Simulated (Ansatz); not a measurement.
## LiMg (P-6m2): relaxing the cell for a phonon run

Wanted: the relaxed cell of LiMg (P-6m2).

Main program and level: Ansatz 0.2.0; DFT PBEsol, scalar-relativistic, plane waves, PAW.

**1. Set-up**

Symmetry: P-6m2, No. 187, hexagonal system. Conventional cell: a = 3.108 Å, b = 3.108 Å, c = 5.025 Å, α = 90.00°, β = 90.00°, γ = 120.00°. Li has 6 Mg at 3.09 Å and 6 Li at 3.11 Å nearest. Nearest to Mg lie 6 Li at 3.09 Å and 6 Mg at 3.11 Å. Farther neighbours are not listed.

**2. A coarse first look**

A quick single point on a coarse mesh tells whether the cell has a gap and how far it is from rest, which sets the k mesh and smearing that follow.

input.yaml

```yaml
crystal:
  lattice:
    - [3.1084975175, 0.0, 0.0]
    - [-1.5542487587, 2.6920378177, 0.0]
    - [0.0, 0.0, 5.02546768]
  atoms:
    - { symbol: Li, position: [0.0, 0.0, 0.0] }
    - { symbol: Mg, position: [0.66666667, 0.33333333, 0.5] }
kpoints:
  mp_grid: { grid: [6, 6, 4] }
hamiltonian:
  xc: pbesol
scf:
  occupations: { method: gaussian, width: 0.1 }
output:
  forces: true
  stress: true
  eigenvalues: true
```

The run is started by

```console
> ansatz run input.yaml --threads 4 --pin off --max-ram 7168MiB --backend cpu --events-out ev --progress --plain --runs-dir out
```

Numbers of over 12 decimals in the logs are rounded to 6 here.

The program printed:

```text
Engine: ansatz 0.2.0, aarch64-unknown-linux-gnu
Pseudopotentials: kind: paw
Pseudopotential: Li, paw, valence charge 3, recommended cutoff 420 eV (normal), Li.paw.azcp
Pseudopotential: Mg, paw, valence charge 10, recommended cutoff 420 eV (normal), Mg.paw.azcp
Functional definition: PBEsol
  exchange = pbesol_x
  correlation = pbesol_c
Crystal: 2 atoms, lattice volume = 42.054 Å³
[...]
--- Band table (eV; the first three rows and the last of 21) ---
  k-point 0: bands = [... 3 lower, -38.9839, -38.9839, -2.2268, 2.7058, 4.7130, 15.0864, 15.0864, 16.8452]
  k-point 1: bands = [... 3 lower, -38.9839, -38.9839, -2.0233, 1.4048, 6.7567, 14.4923, 15.4095, 15.4095]
  k-point 2: bands = [... 3 lower, -38.9839, -38.9839, -1.7432, 0.5498, 9.5000, 11.1496, 16.1930, 16.1930]
  k-point 20: bands = [... 3 lower, -39.0070, -38.9905, 4.2103, 4.7398, 5.2287, 5.7114, 6.2298, 8.3386]
[key lines of the parts left out:]
SCF converged after 6 iterations
Free energy (F): -2115.157277 eV
Fermi energy:    3.580920 eV
P = ⅓ Tr σ = -0.2134 GPa (-2.134 kbar)
```

Wall time 0.93 s (4 threads of Arm Neoverse V1, shared host); peak memory 0.28 GiB; 1.2 s of CPU time.

Numbers from this step:

| Property | Result |
| --- | --- |
| pressure | -0.2134 GPa |
| volume per atom | 21.03 Å³ |
| gap on the k-mesh | 0 eV |

The coarse mesh shows no gap and a pressure of -0.2 GPa.

**3. Relaxation**

Harmonic phonons are second derivatives at a point where the forces vanish, and they are wanted at zero stress, so atoms and cell are relaxed first.

input.yaml, as its differences from that of step 2:

```diff
@@ -9,3 +9,3 @@
 kpoints:
-  mp_grid: { grid: [6, 6, 4] }
+  mp_grid: { grid: [15, 15, 8] }
 hamiltonian:
@@ -18 +18,6 @@
   eigenvalues: true
+relax:
+  adjacent_minimum: "off"
+  f_tol: 0.005
+  max_steps: 80
+  cell: { stress_tol: 0.05 }
```

The program printed:

```text
[...]
Crystal: 2 atoms, lattice volume = 42.054 Å³
Basis set: ecut = 420 eV, 833 PW (Γ), exchange–correlation on 48×48×72 points (8 copies of the dense FFT grid, shifted against one another)
Bands: 11, of which v1, the nominal top of the filled ones, is band 7 counted from 1 (6 counted from 0)
Symmetry: 12 space group operations
[...]
k-points: 135 of 1800 (time reversal used)
[...]
SCF iter   1: F=—  HF=-2115.105213 eV  |F-HF|=—  |Δ(HF+E_count)|=         —  Δρ=1.77e-3  dr2=6.20e-4  ethr=1.77e-3  ⟨swp⟩=5.0  Hψ=8725  notcnv=0
[...]
SCF iter   6: F=-2115.103831 eV  HF=-2115.103831 eV  |F-HF|=9.92e-8  |Δ(HF+E_count)|=   2.68e-7  Δρ=1.30e-5  dr2=9.19e-8  ethr=7.69e-10  ⟨swp⟩=3.5  Hψ=5623  notcnv=0
SCF 1 converged in 6 iterations: F = -2115.103831 eV  dr2 = 9.19e-8
[...]
relax step   1: F+E_penalty+E_count = -2115.10383051 eV  Δ(F+E_penalty+E_count) = +0.000e0 eV  max|allowed force component| = 5.204e-18 eV/Å  Δτ_max = 0.0000 Å  P = -0.019 GPa  Ω = 42.054 Å³  (6 SCF iters, dr2 threshold 1.00e-7 eV, accepted)
Crystal: 2 atoms, lattice volume = 42.040 Å³
[...]
iter 1 solved again at ethr=5.20e-9 eV; its pass at ethr=3.10e-3 eV (dr2=6.76e-7 eV) is discarded
[...]
SCF iter   4: F=-2115.103866 eV  HF=-2115.103866 eV  |F-HF|=2.36e-11  |Δ(HF+E_count)|=   2.70e-9  Δρ=4.24e-7  dr2=7.11e-11  ethr=1.21e-10  ⟨swp⟩=4.0  Hψ=4060  notcnv=0
SCF 2 converged in 4 iterations: F = -2115.103866 eV  dr2 = 7.11e-11
relax step   2: F+E_penalty+E_count = -2115.10386645 eV  Δ(F+E_penalty+E_count) = -3.594e-5 eV  max|allowed force component| = 8.095e-18 eV/Å  Δτ_max = 0.0000 Å  P = -0.007 GPa  Ω = 42.040 Å³  energy of the carried Pulay correction = +1.299e-7 eV  (4 SCF iters, dr2 threshold 1.58e-8 eV, accepted)
[...]
SCF iter   1: F=—  HF=-2115.103879 eV  |F-HF|=—  |Δ(HF+E_count)|=         —  Δρ=8.36e-7  dr2=1.05e-10  ethr=1.27e-7  ⟨swp⟩=2.7  Hψ=12264  notcnv=0
eigensolver tolerance schedule: the retry pair's looser diagonalisation over-reported the residual by 157375.17 of it (diagonalisation noise at an unbounded share of the residual, at the tolerance the schedule requests for it); recorded, not acted on — ethr = c·dr2/N_el stays at c = 1.0e-1
SCF iter   2: F=—  HF=-2115.103866 eV  |F-HF|=—  |Δ(HF+E_count)|=   1.25e-5  Δρ=3.51e-7  dr2=3.95e-11  ethr=1.00e-12  ⟨swp⟩=3.3  Hψ=3274  notcnv=0
SCF iter   3: F=-2115.103866 eV  HF=-2115.103866 eV  |F-HF|=2.73e-12  |Δ(HF+E_count)|=  3.18e-12  Δρ=1.72e-7  dr2=7.98e-12  ethr=1.00e-12  ⟨swp⟩=6.5  Hψ=6775  notcnv=0
SCF 3 converged in 3 iterations: F = -2115.103866 eV  dr2 = 7.98e-12
relax step   3: F+E_penalty+E_count = -2115.10386633 eV  Δ(F+E_penalty+E_count) = +1.206e-7 eV  max|allowed force component| = 9.252e-18 eV/Å  Δτ_max = 0.0000 Å  P = -0.007 GPa  Ω = 42.040 Å³  stress off target by 2.31e-2 GPa  SCF on the basis re-selected at this cell (its energy is not comparable with the rows above)  (3 SCF iters)
basis re-selected at this cell: Δ(F+E_penalty+E_count) = +1.206e-7 eV, ΔP = +0.000 GPa vs the last step (what re-selecting the basis moved, of the pressure what is left beyond the Pulay correction that the steps carried, after the strain that the cell walked since its last selection, with what the two solves' SCF thresholds leave and, on support functions, any second-order correction that the steps lacked; it is no m [...]
SCF converged after 3 iterations
Free energy (F): -2115.103866 eV
[...]
Internal energy: -2115.097529 eV  (E = F + TS)
E sigma→0 (E₀):  -2115.100698 eV
Entropy (-TS):   -0.006337 eV (-3.169 meV/atom)
Fermi energy:    3.500600 eV
[...]
--- Stress (GPa, compression-positive) ---
       -0.021859      -0.000000       0.000000
       -0.000000      -0.021859       0.000000
        0.000000       0.000000       0.023075
  P = ⅓ Tr σ = -0.0069 GPa (-0.069 kbar)
--- Band table (eV; the first three rows and the last of 135) ---
  k-point 0: bands = [... 3 lower, -38.9204, -38.9204, -2.2075, 2.6967, 4.6899, 15.1124, 15.1124, 16.8941]
  k-point 1: bands = [... 3 lower, -38.9204, -38.9204, -2.1524, 2.1849, 5.3844, 15.1934, 15.1934, 16.4747]
  k-point 2: bands = [... 3 lower, -38.9204, -38.9204, -2.0016, 1.3910, 6.7340, 14.4557, 15.4328, 15.4328]
  k-point 134: bands = [... 3 lower, -38.9437, -38.9393, 4.2477, 4.7824, 5.2102, 5.6917, 6.2624, 8.3389]
--- Relaxed structure (2 steps of the walk, 2 accepted, 1 SCFs on fresh bases) ---
  F+E_penalty+E_count = -2115.10386633 eV   max|allowed force component| = 9.252e-18 eV/Å   (the final SCF, on the basis selected at the relaxed cell)
  cell:  # Å, volume = 42.0397 Å³
    - [3.106017, -2.8844505109665502e-11, 0.0]
    - [-1.553009, 2.689890, 0.0]
    - [0.0, 0.0, 5.031779]
  atoms:
    - { symbol: Li, position: [-9.25185860747469e-18, -1.8503717008154228e-17, 0.0] }
    - { symbol: Mg, position: [0.666667, 0.333333, 0.5] }
```

Elapsed: 6.3 s, on 4 threads; peak memory 0.4 GiB.

Relaxation path:

| step | energy less that of the first step (eV) | largest force component (eV/Å) | pressure (GPa) | volume (Å³) |
| --- | --- | --- | --- | --- |
| 1 | 0.0000 | 0.0000 | -0.02 | 42.05 |
| 2 | 0.0000 | 0.0000 | -0.01 | 42.04 |
| 3* | 0.0000 | 0.0000 | -0.01 | 42.04 |

Relaxation steps marked * repeat the geometry before them on a plane-wave basis chosen anew for their cell, so energy and pressure can jump there.

Forces are held to the 12 operations that the run works with; a distortion that breaks them can't arise in this run.

| conventional cell, symmetrised | before | after | change |
| --- | --- | --- | --- |
| a (Å) | 3.108 | 3.106 | -0.1 % |
| b (Å) | 3.108 | 3.106 | -0.1 % |
| c (Å) | 5.025 | 5.032 | +0.1 % |
| volume (Å³/atom) | 21.03 | 21.02 | -0.0 % |

The relaxed structure:

```xyz
2
Lattice="3.1060 0.0000 0.0000 -1.5530 2.6899 0.0000 0.0000 0.0000 5.0318" Properties=species:S:1:pos:R:3 pbc="T T T"
Li    0.0000    0.0000    0.0000
Mg    1.5530    0.8966    2.5159
```

This step gave:

```
pressure        : -0.006881 GPa
volume per atom : 21.02 Å³
```

In this step the volume went from 21.03 to 21.02 Å³/atom.

**4. Tight relaxation**

Phonons need a cell at rest on their own settings, so the relaxation is repeated with tight tolerances on forces and stress, using the mesh and the filling of the phonon run that follows.

input.yaml, the sections that differ from step 3:

```yaml
crystal:
  lattice:
    - [3.1060173531, 0.0, 0.0]
    - [-1.5530086765, 2.6898899324, 0.0]
    - [0.0, 0.0, 5.0317791366]
  atoms:
    - { symbol: Li, position: [0.0, 0.0, 0.0] }
    - { symbol: Mg, position: [0.6666666667, 0.3333333333, 0.5] }
scf:
  occupations: { method: methfessel_paxton, width: 0.15 }
relax:
  adjacent_minimum: "off"
  f_tol: 0.001
  max_steps: 60
  cell: { stress_tol: 0.01 }
# kpoints, hamiltonian, output: as in step 3
```

The program printed:

```text
[...]
Crystal: 2 atoms, lattice volume = 42.040 Å³
Basis set: ecut = 420 eV, 833 PW (Γ), exchange–correlation on 48×48×72 points (8 copies of the dense FFT grid, shifted against one another)
Bands: 11, of which v1, the nominal top of the filled ones, is band 7 counted from 1 (6 counted from 0)
[... 1 set-up line as in the run before ...]
[...]
k-points: 135 of 1800 (time reversal used)
[...]
k-point 134: bands = [... 3 lower, -38.9411, -38.9367, 4.2502, 4.7844, 5.2124, 5.6933, 6.2662, 8.3416]
--- Relaxed structure (2 steps of the walk, 2 accepted, 1 SCFs on fresh bases) ---
[...]
cell:  # Å, volume = 42.0317 Å³
    - [3.105411, -2.886183754299531e-11, 0.0]
    - [-1.552705, 2.689365, 0.0]
    - [0.0, 0.0, 5.032780]
  atoms:
    - { symbol: Li, position: [-2.7755575615628914e-17, 0, 0.0] }
    - { symbol: Mg, position: [0.666667, 0.333333, 0.500000] }
[key lines of the parts left out:]
SCF converged after 5 iterations
Free energy (F): -2115.101201 eV
Fermi energy:    3.501543 eV
P = ⅓ Tr σ = -0.0020 GPa (-0.020 kbar)
```

It took 6.7 s on 4 threads; peak memory 0.41 GiB.

Little changed from the start: no atom moved by 0.005 Å and no cell edge by 0.1 %.

This step gave:

* pressure: -0.002000 GPa

The forces vanish by symmetry and the pressure is -0.002 GPa, within the tolerances set. The cell now holds 21.02 Å³/atom.

**5. Summary of results**

```json
{
  "space group after relaxation (within 0.01 Å)": "P-6m2",
  "lattice constant a": "3.105 Å",
  "lattice constant b": "3.105 Å",
  "lattice constant c": "5.033 Å",
  "volume per atom": "21.0 Å³"
}
```

**Reading.** The forces vanish by symmetry and the pressure is -0.002 GPa, within the tolerances set. The cell now holds 21.02 Å³/atom. The relaxation keeps the symmetry of its start, so it says nothing on stability against lower symmetry. The runs are without spin polarisation, although the cell has an odd electron count.

[Logs are printed without paths, hosts, clocks, repeated set-up lines and the standing remarks that a program may print on its own settings, such as how far it seeks lower states.]

[Hosts, paths, dates, database ids (printed as entryN), source tags and the programs' standing remarks are cut or masked in the printed files.]
